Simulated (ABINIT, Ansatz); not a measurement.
# SnSe2 (P-3m1): G0W0 on several meshes in ABINIT

Aim: the GW shift of SnSe2 (P-3m1) against the k mesh.

Program: ABINIT 10.8.3. Level of theory: PBE and many-body steps on it, plane waves. Results are calculated unless marked as measured.

### Step 1. Set-up

Symmetry: P-3m1, No. 164, trigonal system. The conventional cell has a = 3.811 Å, b = 3.811 Å, c = 6.136 Å, α = 90.00°, β = 90.00°, γ = 120.00°. Nearest to Sn lie 6 Se at 2.68 Å. Nearest to Se lie 3 Sn at 2.68 Å. Farther neighbours and most contacts between anions are not listed.

The cell and positions come from the Crystallography Open Database and are kept as given unless a step says otherwise.

### Step 2. Empty states on the mesh, 3×3×2 mesh, 582 bands

This step: ABINIT 10.8.3; DFT, PBE, plane waves, norm-conserving pseudopotentials.

The sums over transitions need many empty states on a uniform mesh; this step solves for them.

run.abi reads:

```
acell 3*1.0 Angstrom
rprim 
  3.810999999987 0.000000000003 0.000000000000
  -1.905499999996 3.300422813810 0.000000000000
  0.000000000000 0.000000000000 6.136000000000
ntypat 2
znucl 50 34
natom 3
typat 1 2 2
xred 
  0.000000000000 0.000000000000 0.000000000000
  0.333333333333 0.666666666667 0.249000000000
  0.666666666667 0.333333333333 0.751000000000
pp_dirpath "pseudos"
pseudos "Sn.upf, Se.upf"
ecut 48
ngkpt 3 3 2
nshiftk 1
shiftk 0 0 0
kptopt 1
chksymbreak 0
iscf -2
irdden 1
istwfk *1
nband 582
nbdbuf 52
tolwfr 1e-09
nstep 60
prtvol 0
indata_prefix "in"
outdata_prefix "out"
tmpdata_prefix "tmp"
```

Launch:

```
$ OMP_NUM_THREADS=1 mpirun -n 6 abinit run.abi > log
```

Numbers of over 12 decimals in the logs are rounded to 6 here.

What it wrote:

```text
.Version 10.8.3 of ABINIT. v10.8.2 released Aug 2026.

 Symmetries : space group P-3 m 1 (#164); Bravais hP (primitive hexag.)
[... echo of the input left out ...]
== DATASET  1 ==================================================================
-   mpi_nproc: 6, omp_nthreads: 1 (-1 if OMP is not activated)

--- !DatasetInfo
iteration_state: {dtset: 1, }
dimensions: {natom: 3, nkpt: 6, mband: 582, nsppol: 1, nspinor: 1, nspden: 1, mpw: 8305, }
cutoff_energies: {ecut:  48.0, pawecutdg:  -1.0, }
[...]
7.39836    7.39837    7.42082    7.42083    7.44429    7.44429    7.47015    7.49919
   7.51970    7.52100    7.52111    7.53902    7.53989    7.55459    7.55527    7.55979
   7.56268    7.56476    7.58445    7.61740    7.61889    7.63468
 prteigrs : prtvol=0 or 1, do not print more k-points.

== END DATASET(S) ==============================================================
================================================================================

 -outvars: echo values of variables after computation  --------
            nband         582
             nkpt           6
          spgroup         164
 [... the other variables as echoed above ...]

 Calculation completed.
```

Elapsed: 7.7 min, on 6 MPI ranks of Arm Neoverse V1, shared host; peak memory 1.1 GiB; 46 min of CPU time.

Numbers from this step:

- gap: 1.100 eV
- k of the valence top: 0, 0, 0
- k of the conduction bottom: 0, 0, 0
- least direct gap: 1.100 eV
- k points computed: 6
- lowest point of the top converged band, above the valence top: 186.9134 eV

On this mesh the gap is 1.100 eV.

The density comes from a self-consistent run that is not shown.

### Step 3. Screening, 3×3×2 mesh, 237 bands, screening to 176.9 eV

The RPA dielectric matrix is built and inverted for each q.

This step: RPA screening on PBE, plane waves, norm-conserving pseudopotentials.

Changes to run.abi since step 2:

```diff
@@ -21,10 +21,11 @@
 chksymbreak 0
-iscf -2
-irdden 1
 istwfk *1
-nband 582
-nbdbuf 52
-tolwfr 1e-09
-nstep 60
-prtvol 0
+occopt 1
+irdwfk 1
+optdriver 3
+nband 237
+ecuteps 6.5
+inclvkb 2
+awtr 1
+symchi 1
 indata_prefix "in"
```

Launch:

```
$ OMP_NUM_THREADS=1 mpirun -n 8 abinit run.abi > log
```

What it wrote:

```text
.Version 10.8.3 of ABINIT. v10.8.2 released Aug 2026.

 Symmetries : space group P-3 m 1 (#164); Bravais hP (primitive hexag.)
[... echo of the input left out ...]
== DATASET  1 ==================================================================
-   mpi_nproc: 8, omp_nthreads: 1 (-1 if OMP is not activated)

--- !DatasetInfo
iteration_state: {dtset: 1, }
dimensions: {natom: 3, nkpt: 6, mband: 237, nsppol: 1, nspinor: 1, nspden: 1, mpw: 8305, }
cutoff_energies: {ecut:  48.0, pawecutdg:  -1.0, }
electrons: {nelect:   7.00000000E+01, charge:   0.00000000E+00, occopt:   1.00000000E+00, tsmear:   1.00000000E-02, }

 SCREENING: Calculation of the susceptibility and dielectric matrices

 Based on a program developped by R.W. Godby, V. Olevano, G. Onida, and L. Reining.
 Incorporated in ABINIT by V. Olevano, G.-M. Rignanese, and M. Torrent.
.Using double precision arithmetic ; gwpc =  8

[... cell and pseudopotentials left out ...]
--------------------------------------------------------------------------------

 ==== K-mesh for the wavefunctions ====
 Number of points in the irreducible wedge :     6
[... list of points left out ...]
 Together with 12 symmetry operations and time-reversal symmetry
 yields    18 points in the full Brillouin Zone.

 ==== Q-mesh for the screening function ====
 Number of points in the irreducible wedge :     6
[... list of points left out ...]
 Together with 12 symmetry operations and time-reversal symmetry
 yields    18 points in the full Brillouin Zone.

 setmesh: FFT mesh size selected  =    27x   27x   50
          total number of points  =        36450

 vcoul_init : cutoff-mode = AUXILIARY_FUNCTION
 q-points for optical limit:   1
     1)      0.000010    0.000020    0.000030

- screening: taking advantage of time-reversal symmetry
- Maximum band index for partially occupied states nbvw = 35
- Remaining bands to be divided among processors   nbcw = 202
- Number of bands treated by each node ~25

 Number of electrons calculated from density =   70.0000; Expected =   70.0000
 average of density, n =  0.134403
 r_s =    1.2111
 omega_plasma =   35.3638 [eV]

 calculating chi0 at frequencies [eV] :
  1    0.000000E+00    0.000000E+00
  2    0.000000E+00    3.536384E+01

--------------------------------------------------------------------------------
  q-point number  1        q = ( 0.000000, 0.000000, 0.000000) [r.l.u.]
--------------------------------------------------------------------------------
[... chi0 elements left out ...]
 For q-point:  0.000010 0.000020 0.000030
  dielectric constant =  19.5683
  dielectric constant without local fields =  22.2856

  Average fulfillment of the sum rule on Im[epsilon] for q-point    1 :     51.59  [%]
[... wings left out ...]
  q-point number  2        q = ( 0.333333, 0.000000, 0.000000) [r.l.u.]
--------------------------------------------------------------------------------
[... chi0 elements left out ...]
  Average fulfillment of the sum rule on Im[epsilon] for q-point    2 :     54.41  [%]

 [... 4 further q-points ...]
```

Wall time 80 s (8 MPI ranks); peak memory 2.8 GiB; 11 min of CPU time.

This step gave:

```
ε∞ with local fields, on this mesh, along the program's q direction : 19.57
the same without local fields                                       : 22.29
plasma frequency                                                    : 35.36 eV
plane waves in the screening matrix                                 : 391
```

Local fields lower ε∞ by 12 %. On a Γ-centred mesh this coarse the value itself is usually too large, while a short band sum pulls it down.

### Step 4. 3×3×2

The self-energy is evaluated for the states that the input lists, and the levels follow from it, in one-shot runs by the linearised quasiparticle equation.

This step: G0W0 on PBE, plane waves, norm-conserving pseudopotentials.

Changes to run.abi since step 3:

```diff
@@ -24,8 +24,15 @@
 irdwfk 1
-optdriver 3
+optdriver 4
 nband 237
+gwcalctyp 0
+ecutsigx 48
+symsigma 1
+nkptgw 1
+kptgw 
+  0.0000000000 0.0000000000 0.0000000000
+bdgw 
+  33 37
 ecuteps 6.5
-inclvkb 2
-awtr 1
-symchi 1
+irdscr 1
+ppmodel 1
 indata_prefix "in"
```

What it wrote:

```text
.Version 10.8.3 of ABINIT. v10.8.2 released Aug 2026.

 Symmetries : space group P-3 m 1 (#164); Bravais hP (primitive hexag.)
[... echo of the input left out ...]
== DATASET  1 ==================================================================
-   mpi_nproc: 8, omp_nthreads: 1 (-1 if OMP is not activated)

--- !DatasetInfo
iteration_state: {dtset: 1, }
dimensions: {natom: 3, nkpt: 6, mband: 237, nsppol: 1, nspinor: 1, nspden: 1, mpw: 8305, }
cutoff_energies: {ecut:  48.0, pawecutdg:  -1.0, }
electrons: {nelect:   7.00000000E+01, charge:   0.00000000E+00, occopt:   1.00000000E+00, tsmear:   1.00000000E-02, }

 SIGMA: Calculation of the GW corrections

 Based on a program developped by R.W. Godby, V. Olevano, G. Onida, and L. Reining.
 Incorporated in ABINIT by V. Olevano, G.-M. Rignanese, and M. Torrent.
.Using double precision arithmetic ; gwpc =  8

[... cell and pseudopotentials left out ...]
--------------------------------------------------------------------------------

 ==== K-mesh for the wavefunctions ====
 Number of points in the irreducible wedge :     6
[... list of points left out ...]
 Together with 12 symmetry operations and time-reversal symmetry
 yields    18 points in the full Brillouin Zone.

 ==== Q-mesh for screening function ====
 Number of points in the irreducible wedge :     6
[... list of points left out ...]
 Together with 12 symmetry operations and time-reversal symmetry
 yields    18 points in the full Brillouin Zone.

 vcoul_init : cutoff-mode = AUXILIARY_FUNCTION
 q-points for optical limit:   1
     1)      0.000010    0.000020    0.000030
 setmesh: FFT mesh size selected  =    40x   40x   75
          total number of points  =       120000

 Number of electrons calculated from density =   70.0000; Expected =   70.0000
 average of density, n =  0.134403
 r_s =    1.2111
 omega_plasma =   35.3638 [eV]

 === KS Band Gaps ===
  >>>> For spin  1
   Minimum direct gap =   1.0998 [eV], located at k-point      :   0.0000  0.0000  0.0000
   Fundamental gap    =   1.0998 [eV], Top of valence bands at :   0.0000  0.0000  0.0000
                                       Bottom of conduction at :   0.0000  0.0000  0.0000
 SIGMA fundamental parameters:
 PLASMON POLE MODEL  1
 number of plane-waves for SigmaX                 8305
 number of plane-waves for SigmaC and W            391
 number of plane-waves for wavefunctions          8305
 number of bands                                   237
 number of independent spin polarizations            1
 number of spinorial components                      1
 number of k-points in IBZ                           6
 number of q-points in IBZ                           6
 number of symmetry operations                      12
 number of k-points in BZ                           18
 number of q-points in BZ                           18
 number of frequencies for dSigma/dE                 9
 frequency step for dSigma/dE [eV]                0.25
 number of omega for Sigma on real axis              0
 max omega for Sigma on real axis  [eV]           0.00
 zcut for avoiding poles [eV]                     0.10

 EPSILON^-1 parameters (SCR file):
 dimension of the eps^-1 matrix on file            391
 dimension of the eps^-1 matrix used               391
 number of plane-waves for wavefunctions          8305
 number of bands                                   237
 number of q-points in IBZ                           6
 number of frequencies                               2
 number of real frequencies                          1
 number of imag frequencies                          1

 matrix elements of self-energy operator (all in [eV])

 Perturbative Calculation

--- !SelfEnergy_ee
iteration_state: {dtset: 1, }
kpoint     : [   0.000,    0.000,    0.000, ]
spin       : 1
KS_gap     :    1.100
QP_gap     :    1.701
Delta_QP_KS:    0.601
data: !SigmaeeData |
     Band     E0 <VxcDFT>   SigX SigC(E0)      Z dSigC/dE  Sig(E)    E-E0       E
       33   5.249 -14.622 -16.811   1.734   0.789  -0.268 -14.981  -0.359   4.890
       34   5.249 -14.622 -16.811   1.734   0.789  -0.268 -14.981  -0.359   4.890
       35   5.637 -14.683 -16.739   1.591   0.792  -0.263 -15.051  -0.368   5.269
       36   6.737 -13.871 -10.050  -3.534   0.809  -0.237 -13.639   0.233   6.969
       37   8.603 -11.502  -7.047  -4.289   0.814  -0.229 -11.368   0.135   8.738

== END DATASET(S) ==============================================================
================================================================================

 -outvars: echo values of variables after computation  --------
           etotal      0.0000000000E+00
            nband         237
             nkpt           6
          spgroup         164
 [... the other variables as echoed above ...]

 Calculation completed.
```

Wall time 11 s (8 MPI ranks); peak memory 2 GiB.

Numbers from this step:

- G0W0 gap on the points computed: 1.700 eV
- starting gap on the mesh: 1.100 eV
- k of the valence top: 0, 0, 0
- k of the conduction bottom: 0, 0, 0
- Z at the valence top: 0.792
- Z at the conduction bottom: 0.809
- least direct G0W0 gap on the computed points: 1.700 eV

The gap on the mesh goes from 1.10 eV to 1.70 eV, a correction of +0.60 eV.

### Step 5. Empty states on the mesh, 6×6×4 mesh, 259 bands

This step: DFT, PBE, plane waves, norm-conserving pseudopotentials.

Changes to run.abi since step 4:

```diff
@@ -16,3 +16,3 @@
 ecut 48
-ngkpt 3 3 2
+ngkpt 6 6 4
 nshiftk 1
@@ -21,18 +21,10 @@
 chksymbreak 0
+iscf -2
+irdden 1
 istwfk *1
-occopt 1
-irdwfk 1
-optdriver 4
-nband 237
-gwcalctyp 0
-ecutsigx 48
-symsigma 1
-nkptgw 1
-kptgw 
-  0.0000000000 0.0000000000 0.0000000000
-bdgw 
-  33 37
-ecuteps 6.5
-irdscr 1
-ppmodel 1
+nband 259
+nbdbuf 22
+tolwfr 1e-09
+nstep 60
+prtvol 0
 indata_prefix "in"
```

What it wrote:

```text
.Version 10.8.3 of ABINIT. v10.8.2 released Aug 2026.

 Symmetries : space group P-3 m 1 (#164); Bravais hP (primitive hexag.)
[... echo of the input left out ...]
== DATASET  1 ==================================================================
-   mpi_nproc: 8, omp_nthreads: 1 (-1 if OMP is not activated)

--- !DatasetInfo
iteration_state: {dtset: 1, }
dimensions: {natom: 3, nkpt: 24, mband: 259, nsppol: 1, nspinor: 1, nspden: 1, mpw: 8310, }
cutoff_energies: {ecut:  48.0, pawecutdg:  -1.0, }
[...]
3.98249    3.99069    3.99304    4.00429    4.00823    4.00824    4.02238    4.02238
   4.02325    4.02459    4.02459    4.07316    4.07316    4.07910    4.07912    4.11185
   4.12276    4.14170    4.15716
 prteigrs : prtvol=0 or 1, do not print more k-points.

== END DATASET(S) ==============================================================
================================================================================

 -outvars: echo values of variables after computation  --------
            nband         259
             nkpt          24
          spgroup         164
 [... the other variables as echoed above ...]

 Calculation completed.
```

The job ended after 5.5 min (8 MPI ranks; peak memory 1.4 GiB; 44 min of CPU time).

This step gave:

```
gap                                                           : 0.8191 eV
k of the valence top                                          : 0, 0, 0
k of the conduction bottom                                    : 0.5, 0, 0.25
least direct gap                                              : 1.100 eV
k points computed                                             : 24
lowest point of the top converged band, above the valence top : 99.9115 eV
```

On this mesh the gap is 0.819 eV.

[end of part 1 of 2]

[Paths, hosts, dates, memory and timing lines, banners, echoed tables and standing remarks are left out of the program output.]

[Logs are printed without paths, hosts, clocks, repeated set-up lines and the standing remarks that a program may print on its own settings, such as how far it seeks lower states.]

[Runs of the session that timed out or met a known fault of the program may be left out.]

[Hosts, paths, dates, database ids (printed as entryN), source tags and the programs' standing remarks are cut or masked in the printed files.]

[G0W0 gaps are taken among the corrected bands and points alone; a level outside them can change the order at an edge.]

[Where Ansatz stands beside ABINIT at settings called matched, ABINIT's density can come from a denser mesh and the files from another edition; pairs whose starting gaps differed by over 0.03 eV were left out, so agreement reads better than it is.]
